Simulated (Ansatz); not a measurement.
# linear Os chain: one chain at several levels of theory

Aim: how far do the period, the moment and the conductance of the linear Os chain depend on the functional, the datasets and spin-orbit coupling, and at what cost?

Calculated with Ansatz 0.2.0; DFT PBE, plane waves, PAW; relaxation of a chain's period, in the first sound run; inputs show where later runs differ.

### 1. The starting structure

The cell holds 1 atom: 1 Os. Cell: a = 7.500 Å, b = 7.500 Å, c = 2.678 Å, α = 90.0°, β = 90.0°, γ = 90.0°. Vacuum lies along a and b. The structure's axis is c.

### 2. The relaxed wire, level PBE, cutoff 420 eV

Band widths follow the bond lengths, so the chain is relaxed first. The atoms and the third cell vector are free; the box across stays fixed as vacuum. Moments are seeded so that a magnetic state can form if it lies lower. A Fermi-Dirac smearing is set since the result may be a metal. The pressure printed is a third of the stress's trace over the whole box, vacuum included; only the stress along the axis is relaxed.

input.yaml

```yaml
crystal:
  lattice:
    - [7.5, 0.0, 0.0]
    - [0.0, 7.5, 0.0]
    - [0.0, 0.0, 2.6784]
  atoms:
    - { symbol: Os, position: [0.5, 0.5, 0.0], spin: 1.5 }
magnetization:
  spin_polarized: true
kpoints:
  mp_grid: { grid: [1, 1, 30] }
scf:
  occupations: { method: fermi_dirac, width: 0.05 }
hamiltonian:
  xc: pbe
relax:
  cell: { fix: [a, b, alpha, beta, gamma] }
  max_steps: 60
```

The run is started by

```console
$ ansatz run input.yaml --threads 4 --pin off --max-ram 8192MiB --backend cpu --events-out ev --progress --plain --runs-dir out
```

Numbers of over 12 decimals in the logs are rounded to 6 here.

Log:

```text
Engine: ansatz 0.2.0, aarch64-unknown-linux-gnu
Pseudopotentials: kind: paw
Pseudopotential: Os, paw, valence charge 16, recommended cutoff 420 eV (normal), Os.paw.azcp
Functional definition: PBE
  parameter kappa = 0.804
  parameter beta = 0.066725
  exchange = pbe_x(kappa = kappa, mu = beta*pi^2/3)
  correlation = pbe_c(beta = beta)
Crystal: 1 atoms, lattice volume = 150.660 Å³
Basis set: ecut = 420 eV, 3009 PW (Γ), exchange–correlation on 108×108×36 points (8 copies of the dense FFT grid, shifted against one another)
Bands: 13, of which v1, the nominal top of the filled ones, is band 8 counted from 1 (7 counted from 0)
Symmetry: 16 space group operations
Space group: P4/mmm (ITA 123), of the structure as read, at distance tolerance 5.3e-5 Å
Magnetic group: BNS 123.339 (UNI 999), of the structure as read, at distance tolerance 5.3e-5 Å
k-points: 16 of 30
Non-local potential: Os, projectors of the file, l = 0: 3, l = 1: 2, l = 2: 2, l = 3: 1
PAW form: soft (Blöchl's): semilocal exchange-correlation on the pseudo side does not see the compensation charge
PAW one-centre angular grid: Os, 590 points (default); XC on 64 Gauss nodes
Initial density: superposition of atomic densities (neutral atoms: chi_scale 0, normalization atom)
Starting moments: Σ|m| = 1.5 μB on 1 of 1 site
Initial wavefunctions: pseudopotential atomic-orbital guess
Functional: x = pbe(κ = 0.804, μ = 0.219515), c = pbe(β = 0.066725)
iter 1 solved again at ethr=9.52e-4 eV; its pass at ethr=3.10e-3 eV (dr2=1.52e-1 eV) is discarded
SCF iter   1: F=—  HF=-11378.372527 eV  |F-HF|=—  |Δ(HF+E_count)|=         —  Δρ=1.26e-2 (↑1.26e-2 ↓1.26e-2)  dr2=1.55e-1  dr2_m=1.95e-1  M=1.804 μB ∫|m|=1.805 μB  β_m=0.30  ethr=9.52e-4  ⟨swp⟩=1.0  Hψ=2948  notcnv=0
Mixer restart at iter 1: flushing history
preconditioner: auto → LDOS  [metal: Δε(μ)=0.020 eV  Ē_g=5.087 eV  σ=0.050 eV  W_gap=0.10  n_scr=20 (ndim 8)  ℏωp=8.6 eV  f_vac=0.656  D(μ)=3.67/eV (n_scr^D=20)]
spin=Collinear: LDOS preconditioning applied to the charge; magnetization (m = ρ↑ − ρ↓) channel mixes plain (no charge-response kernel on spin).
SCF iter   2: F=—  HF=-11378.656697 eV  |F-HF|=—  |Δ(HF+E_count)|=         —  Δρ=1.73e-2 (↑1.28e-2 ↓1.73e-2)  dr2=9.83e-2  dr2_m=2.98e-1  M=2.476 μB ∫|m|=2.478 μB  β_m=1.00  ethr=9.52e-4  ⟨swp⟩=2.1  Hψ=532  notcnv=0
Mixer restart at iter 2: flushing history
SCF iter   3: F=—  HF=-11378.719939 eV  |F-HF|=—  |Δ(HF+E_count)|=   6.32e-2  Δρ=2.18e-3 (↑2.05e-3 ↓2.18e-3)  dr2=1.80e-2  dr2_m=2.17e-3  M=2.495 μB ∫|m|=2.499 μB  β_m=0.30  ethr=3.13e-4  ⟨swp⟩=3.1  Hψ=1038  notcnv=0
SCF iter   4: F=—  HF=-11378.724158 eV  |F-HF|=—  |Δ(HF+E_count)|=   4.22e-3  Δρ=1.74e-3 (↑1.31e-3 ↓1.74e-3)  dr2=8.83e-3  dr2_m=1.32e-3  M=2.525 μB ∫|m|=2.529 μB  β_m=0.55  ethr=1.13e-4  ⟨swp⟩=2.0  Hψ=593  notcnv=0
SCF iter   5: F=—  HF=-11378.732137 eV  |F-HF|=—  |Δ(HF+E_count)|=   7.98e-3  Δρ=1.40e-3 (↑7.99e-4 ↓1.40e-3)  dr2=1.94e-3  dr2_m=1.08e-3  M=2.591 μB ∫|m|=2.594 μB  β_m=0.74  ethr=5.52e-5  ⟨swp⟩=2.2  Hψ=697  notcnv=0  defer=2
SCF iter   6: F=—  HF=-11378.735812 eV  |F-HF|=—  |Δ(HF+E_count)|=   3.67e-3  Δρ=8.50e-4 (↑2.37e-4 ↓8.50e-4)  dr2=2.96e-4  dr2_m=3.33e-4  M=2.639 μB ∫|m|=2.643 μB  β_m=0.89  ethr=1.21e-5  ⟨swp⟩=2.0  Hψ=800  notcnv=0  defer=3
SCF iter   7: F=—  HF=-11378.736778 eV  |F-HF|=—  |Δ(HF+E_count)|=   9.66e-4  Δρ=4.87e-4 (↑8.41e-5 ↓4.87e-4)  dr2=1.20e-4  dr2_m=9.66e-5  M=2.644 μB ∫|m|=2.648 μB  β_m=0.94  ethr=1.85e-6  ⟨swp⟩=2.0  Hψ=813  notcnv=0  defer=3
SCF iter   8: F=—  HF=-11378.737088 eV  |F-HF|=—  |Δ(HF+E_count)|=   3.10e-4  Δρ=1.22e-4 (↑1.22e-4 ↓1.21e-4)  dr2=3.58e-5  dr2_m=1.07e-5  M=2.641 μB ∫|m|=2.645 μB  β_m=0.95  ethr=7.51e-7  ⟨swp⟩=2.0  Hψ=752  notcnv=0  defer=3
SCF iter   9: F=—  HF=-11378.737081 eV  |F-HF|=—  |Δ(HF+E_count)|=   6.82e-6  Δρ=5.22e-5 (↑3.02e-5 ↓5.22e-5)  dr2=3.26e-6  dr2_m=1.49e-6  M=2.640 μB ∫|m|=2.644 μB  β_m=0.97  ethr=2.24e-7  ⟨swp⟩=2.0  Hψ=695  notcnv=0  defer=3
SCF iter  10: F=—  HF=-11378.737080 eV  |F-HF|=—  |Δ(HF+E_count)|=   4.04e-7  Δρ=4.33e-5 (↑1.20e-5 ↓4.33e-5)  dr2=8.16e-7  dr2_m=7.61e-7  M=2.640 μB ∫|m|=2.644 μB  β_m=0.99  ethr=2.04e-8  ⟨swp⟩=2.1  Hψ=682  notcnv=0  defer=3
SCF iter  11: F=—  HF=-11378.737082 eV  |F-HF|=—  |Δ(HF+E_count)|=   1.38e-6  Δρ=1.13e-5 (↑2.28e-6 ↓1.13e-5)  dr2=5.40e-8  dr2_m=4.32e-8  M=2.640 μB ∫|m|=2.644 μB  β_m=0.87  ethr=5.10e-9  ⟨swp⟩=2.0  Hψ=700  notcnv=0  defer=3
SCF iter  12: F=—  HF=-11378.737082 eV  |F-HF|=—  |Δ(HF+E_count)|=   1.52e-8  Δρ=7.26e-6 (↑8.15e-7 ↓7.26e-6)  dr2=2.12e-8  dr2_m=1.83e-8  M=2.640 μB ∫|m|=2.644 μB  β_m=0.93  ethr=3.38e-10  ⟨swp⟩=2.0  Hψ=1366  notcnv=0
SCF iter  13: F=-11378.737082 eV  HF=-11378.737082 eV  |F-HF|=8.88e-10  |Δ(HF+E_count)|=   5.60e-8  Δρ=1.37e-6 (↑7.69e-8 ↓1.37e-6)  dr2=7.79e-10  dr2_m=6.34e-10  M=2.640 μB ∫|m|=2.644 μB  ethr=1.33e-10  ⟨swp⟩=3.7  Hψ=1090  notcnv=0
SCF 1 converged in 13 iterations: F = -11378.737082 eV  dr2 = 7.79e-10
  greatest PAW one-centre occupation: 1.000 electrons in one spin orbital (limit 2), on the Os atom at site 0 (counted from 0), in its partial waves of l = 0
relax step   1: F+E_penalty+E_count = -11378.73708192 eV  Δ(F+E_penalty+E_count) = +0.000e0 eV  max|allowed force component| = 0.000e0 eV/Å  Δτ_max = 0.0000 Å  P = -2.752 GPa  Ω = 150.660 Å³  fix = [a, b, alpha, beta, gamma]  reactions: a -0.156, b -0.156 GPa  (13 SCF iters, dr2 threshold 1.00e-7 eV, accepted)
Crystal: 1 atoms, lattice volume = 143.315 Å³
Basis set: ecut = 420 eV, 2817 PW (Γ), exchange–correlation on 108×108×36 points (8 copies of the dense FFT grid, shifted against one another)
Initial density: handed on by an earlier stage of this run
Starting moments: Σ|m| = 1.5 μB on 1 of 1 site; this step starts from the density that it was given
Initial wavefunctions: those handed on with the density
iter 1 solved again at ethr=3.37e-5 eV; its pass at ethr=3.10e-3 eV (dr2=5.39e-3 eV) is discarded
SCF iter   1: F=—  HF=-11379.103122 eV  |F-HF|=—  |Δ(HF+E_count)|=         —  Δρ=4.92e-3 (↑4.92e-3 ↓3.79e-3)  dr2=5.44e-3  dr2_m=2.20e-2  M=2.328 μB ∫|m|=2.332 μB  β_m=0.30  ethr=3.37e-5  ⟨swp⟩=1.2  Hψ=3027  notcnv=0
preconditioner: auto → LDOS  [metal: Δε(μ)=0.011 eV  Ē_g=5.666 eV  σ=0.050 eV  W_gap=0.05  n_scr=20 (ndim 8)  ℏωp=8.8 eV  f_vac=0.670  D(μ)=2.27/eV (n_scr^D=12)]
spin=Collinear: LDOS preconditioning applied to the charge; magnetization (m = ρ↑ − ρ↓) channel mixes plain (no charge-response kernel on spin).
[...]
relax step   4: F+E_penalty+E_count = -11379.57638001 eV  Δ(F+E_penalty+E_count) = -1.764e-1 eV  max|allowed force component| = 0.000e0 eV/Å  Δτ_max = 0.0000 Å  P = -0.511 GPa  Ω = 128.626 Å³  energy of the carried Pulay correction = +7.494e-4 eV  fix = [a, b, alpha, beta, gamma]  reactions: a -0.150, b -0.150 GPa  (9 SCF iters, dr2 threshold 1.00e-7 eV, accepted)
[...]
relax step   5: F+E_penalty+E_count = -11379.59964557 eV  Δ(F+E_penalty+E_count) = -2.327e-2 eV  max|allowed force component| = 0.000e0 eV/Å  Δτ_max = 0.0000 Å  P = -0.353 GPa  Ω = 126.726 Å³  energy of the carried Pulay correction = +8.208e-4 eV  fix = [a, b, alpha, beta, gamma]  reactions: a -0.145, b -0.145 GPa  (16 SCF iters, dr2 threshold 1.00e-7 eV, accepted)
[...]
relax step   6: F+E_penalty+E_count = -11379.56734345 eV  Δ(F+E_penalty+E_count) = +3.230e-2 eV  max|allowed force component| = 0.000e0 eV/Å  Δτ_max = 0.0000 Å  P = +1.334 GPa  Ω = 123.556 Å³  energy of the carried Pulay correction = +9.425e-4 eV  fix = [a, b, alpha, beta, gamma]  (9 SCF iters, dr2 threshold 1.00e-7 eV, rejected (line search))
[...]
relax step   7: F+E_penalty+E_count = -11379.60096735 eV  Δ(F+E_penalty+E_count) = -1.322e-3 eV  max|allowed force component| = 0.000e0 eV/Å  Δτ_max = 0.0000 Å  P = -0.127 GPa  Ω = 126.244 Å³  energy of the carried Pulay correction = +8.391e-4 eV  fix = [a, b, alpha, beta, gamma]  reactions: a -0.145, b -0.145 GPa  (12 SCF iters, accepted)
[...]
relax step   8: F+E_penalty+E_count = -11379.60098779 eV  Δ(F+E_penalty+E_count) = -2.044e-5 eV  max|allowed force component| = 0.000e0 eV/Å  Δτ_max = 0.0000 Å  P = -0.096 GPa  Ω = 126.179 Å³  energy of the carried Pulay correction = +8.415e-4 eV  fix = [a, b, alpha, beta, gamma]  reactions: a -0.145, b -0.145 GPa  (7 SCF iters, dr2 threshold 2.08e-8 eV, accepted)
Basis set: ecut = 420 eV, 2463 PW (Γ), exchange–correlation on 108×108×30 points (8 copies of the dense FFT grid, shifted against one another)
Initial wavefunctions: pseudopotential atomic-orbital guess (no wavefunctions were taken with the density)
iter 1 solved again at ethr=8.25e-8 eV; its pass at ethr=3.10e-3 eV (dr2=1.32e-5 eV) is discarded
SCF iter   1: F=—  HF=-11379.599816 eV  |F-HF|=—  |Δ(HF+E_count)|=         —  Δρ=9.45e-5 (↑9.45e-5 ↓9.45e-5)  dr2=7.45e-6  dr2_m=3.18e-12  M=0.000 μB ∫|m|=0.000 μB  β_m=0.65  ethr=8.25e-8  ⟨swp⟩=3.8  Hψ=3688  notcnv=0
preconditioner: auto → Resta (q_TF=auto, 1.934 Å⁻¹)  ε∞=2.9  [insulator: Δε(μ)=0.148 eV  Ē_g=6.764 eV  σ=0.050 eV  W_gap=0.63  n_scr=20 (ndim 8)  ℏωp=9.3 eV  f_vac=0.674  D(μ)=2.40/eV (n_scr^D=12)  ε∞_Penn≈2.9  vacuum switching on, ρ_ref=3.3e-3 e/Å³]
spin=Collinear: Resta preconditioning applied to the charge; magnetization (m = ρ↑ − ρ↓) channel mixes plain (no charge-response kernel on spin).
SCF iter   2: F=—  HF=-11379.599820 eV  |F-HF|=—  |Δ(HF+E_count)|=   4.78e-6  Δρ=3.44e-5 (↑3.44e-5 ↓3.43e-5)  dr2=1.04e-6  dr2_m=1.54e-12  M=0.000 μB ∫|m|=0.000 μB  β_m=0.54  ethr=4.66e-8  ⟨swp⟩=2.7  Hψ=682  notcnv=0
SCF iter   3: F=—  HF=-11379.599822 eV  |F-HF|=—  |Δ(HF+E_count)|=   1.92e-6  Δρ=1.60e-5 (↑1.60e-5 ↓1.60e-5)  dr2=2.42e-7  dr2_m=1.13e-12  M=0.000 μB ∫|m|=0.000 μB  β_m=0.77  ethr=6.52e-9  ⟨swp⟩=2.3  Hψ=526  notcnv=0
SCF iter   4: F=—  HF=-11379.599823 eV  |F-HF|=—  |Δ(HF+E_count)|=   1.06e-6  Δρ=1.80e-6 (↑1.80e-6 ↓1.77e-6)  dr2=2.52e-8  dr2_m=5.23e-13  M=0.000 μB ∫|m|=0.000 μB  β_m=0.89  ethr=1.51e-9  ⟨swp⟩=2.0  Hψ=546  notcnv=0
SCF iter   5: F=—  HF=-11379.599823 eV  |F-HF|=—  |Δ(HF+E_count)|=   7.09e-8  Δρ=2.00e-7 (↑2.00e-7 ↓1.98e-7)  dr2=1.97e-10  dr2_m=1.34e-13  M=0.000 μB ∫|m|=0.000 μB  β_m=0.94  ethr=1.58e-10  ⟨swp⟩=2.9  Hψ=704  notcnv=0
SCF iter   6: F=—  HF=-11379.599823 eV  |F-HF|=—  |Δ(HF+E_count)|=   9.46e-9  Δρ=9.24e-8 (↑8.09e-8 ↓9.24e-8)  dr2=3.95e-11  dr2_m=7.22e-14  M=0.000 μB ∫|m|=0.000 μB  β_m=0.97  ethr=1.23e-12  ⟨swp⟩=2.1  Hψ=556  notcnv=0
SCF iter   7: F=—  HF=-11379.599823 eV  |F-HF|=—  |Δ(HF+E_count)|=  1.42e-10  Δρ=1.39e-8 (↑8.32e-9 ↓1.39e-8)  dr2=6.03e-13  dr2_m=2.94e-14  M=0.000 μB ∫|m|=0.000 μB  β_m=0.99  ethr=1.00e-12  ⟨swp⟩=2.3  Hψ=530  notcnv=0
SCF iter   8: F=-11379.599823 eV  HF=-11379.599823 eV  |F-HF|=7.28e-12  |Δ(HF+E_count)|=  1.09e-11  Δρ=2.83e-9 (↑2.83e-9 ↓1.39e-9)  dr2=7.05e-15  dr2_m=2.52e-15  M=0.000 μB ∫|m|=0.000 μB  ethr=1.00e-12  ⟨swp⟩=3.6  Hψ=1404  notcnv=0
the starting moments were not kept: the SCF closed with an absolute magnetisation of 4.1e-7 μB, where they sum to 1.5 μB in size (1 site). That is at most 0.1 of that sum. Measured as dr2_m measures the in/out step, that magnetisation stands 5.4e-14 eV from none, at or under the dr2_threshold of 1.0e-11 eV: it is no larger than a step whose dr2_m would equal this threshold.
SCF 9 converged in 8 iterations: F = -11379.599823 eV  dr2 = 7.05e-15
relax step   9: F+E_penalty+E_count = -11379.59982341 eV  Δ(F+E_penalty+E_count) = +1.164e-3 eV  max|allowed force component| = 0.000e0 eV/Å  Δτ_max = 0.0000 Å  P = -0.096 GPa  Ω = 126.179 Å³  fix = [a, b, alpha, beta, gamma]  reactions: a -0.144, b -0.144 GPa  stress off target by 1.25e-3 GPa on what of the cell is left free  SCF on the basis re-selected at this cell (its energy is not comparable with the rows above)  (8 SCF iters)
basis re-selected at this cell: Δ(F+E_penalty+E_count) = +1.164e-3 eV, ΔP = -0.001 GPa vs the last step (what re-selecting the basis moved, of the pressure what is left beyond the Pulay correction that the steps carried, after the strain that the cell walked since its last selection, with what the two solves' SCF thresholds leave and, on support functions, any second-order correction that the steps lacked; it is no measure of the basis error at this ecutwfc). The dense FFT grid was sized anew with the basis: this SCF ran on 54×54×15 points, the steps before it on 54×54×18, so part of this shift can come from that change (see relax.cell in the input reference). [rest of the remark cut]
SCF converged after 8 iterations
Magnetization: 0.0000 μB (8.0000 up, 8.0000 down)
Absolute magnetization: 0.0000 μB (∫|ρ↑−ρ↓|, with the PAW one-centre terms)
Spin contamination: 0.0000 ħ² per cell (⟨S²⟩ above its minimum at these occupations)
Per-site moments (μB) at R_I (Å): [(2.658364027771176e-7, 0.925311)]
Free energy (F): -11379.599823 eV
Harris-Foulkes:  -11379.599823 eV  (|F-HF|=7.28e-12)
Internal energy: -11379.579400 eV  (E = F + TS)
E sigma→0 (E₀):  -11379.589612 eV
Entropy (-TS):   -0.020424 eV (-20.424 meV/atom)
Fermi energy:    -1.917093 eV
--- Per-component energies (eV) ---
  E_band       = -489.645845
  E_kinetic    = 561.054697
  E_local      = -4048.185800  (includes V_loc(G=0)·N_el)
  E_nonlocal   = 0.079251
  E_hartree    = 1742.766520
  E_xc         = -262.296664
  E_vxc        = -277.835237  (∫ρ·V_xc dr)
  E_paw        = -9012.357903  (= ΣΔE_a)
  E_vpaw       = -210.291730  (= ΣTr[D̂ρ^β])
  E_aug_tail   = -0.000070  (compensation charges beyond the density's cutoff)
  E_ewald      = -360.639430
  E_smearing   = -0.020424  (= −TS)
  E_closure    = -0.000000  (closes the sum)
  Σ components = -11379.599823   (vs F -11379.599823, Δ=0.00e0)
--- Forces (eV/Å), atoms counted from 1 ---
  atom   1  Os     0.00000000    -0.00000000     0.00000000
  max |Σ_I F_I| component: 2.52e-29 eV/Å
--- Stress (GPa, compression-positive) ---
       -0.143900       0.000000       0.000000
        0.000000      -0.143900       0.000000
        0.000000       0.000000      -0.001249
  P = ⅓ Tr σ = -0.0963 GPa (-0.963 kbar)
--- Relaxed structure (8 steps of the walk, 7 accepted, 1 SCFs on fresh bases) ---
  F+E_penalty+E_count = -11379.59982341 eV   max|allowed force component| = 0.000e0 eV/Å   (the final SCF, on the basis selected at the relaxed cell)
  cell:  # Å, volume = 126.1787 Å³
    - [7.5, 0.0, 0.0]
    - [0.0, 7.5, 0.0]
    - [0.0, 0.0, 2.243177]
  atoms:
    - { symbol: Os, position: [0.5, 0.5, 0.0] }
```

Wall time 10 s (4 threads of Arm Neoverse V2, shared host); peak memory 0.41 GiB; 38 s of CPU time.

Relaxation path:

```tsv
step	energy less that of the first step (eV)	largest force component (eV/Å)	pressure (GPa)	volume (Å³)
1	0.0000	0.0000	-2.75	150.66
2	-0.3618	0.0000	-2.48	143.32
3	-0.6629	0.0000	-2.10	135.97
4	-0.8393	0.0000	-0.51	128.63
5	-0.8626	0.0000	-0.35	126.73
6	-0.8303	0.0000	1.33	123.56
7	-0.8639	0.0000	-0.13	126.24
8	-0.8639	0.0000	-0.10	126.18
9*	-0.8627	0.0000	-0.10	126.18
```

Relaxation steps marked * repeat the geometry before them on a plane-wave basis chosen anew for their cell, so energy and pressure can jump there. Relaxation step 6 was tried and not accepted.

```tsv
cell as run	before	after	change
c (Å)	2.678	2.243	-16.2 %
```

The relaxed structure:

```
Os
1.0
     7.50000    0.00000    0.00000
     0.00000    7.50000    0.00000
     0.00000    0.00000    2.24318
Os
1
Cartesian
  3.7500 3.7500 0.0000
```

This step gave:

* energy at zero smearing: -11379.5896 eV
* cell length along the wire: 2.243 Å

The cell's length comes to 2.243 Å with no moment. That is -16 % against the start, more than a small adjustment.

The cell shrank by 16.2 % in its periodic edges.

[end of part 1 of 4]

[Logs are printed without paths, hosts, clocks, repeated set-up lines and the standing remarks that a program may print on its own settings, such as how far it seeks lower states.]

[Hosts, paths, dates, database ids (printed as entryN), source tags and the programs' standing remarks are cut or masked in the printed files.]
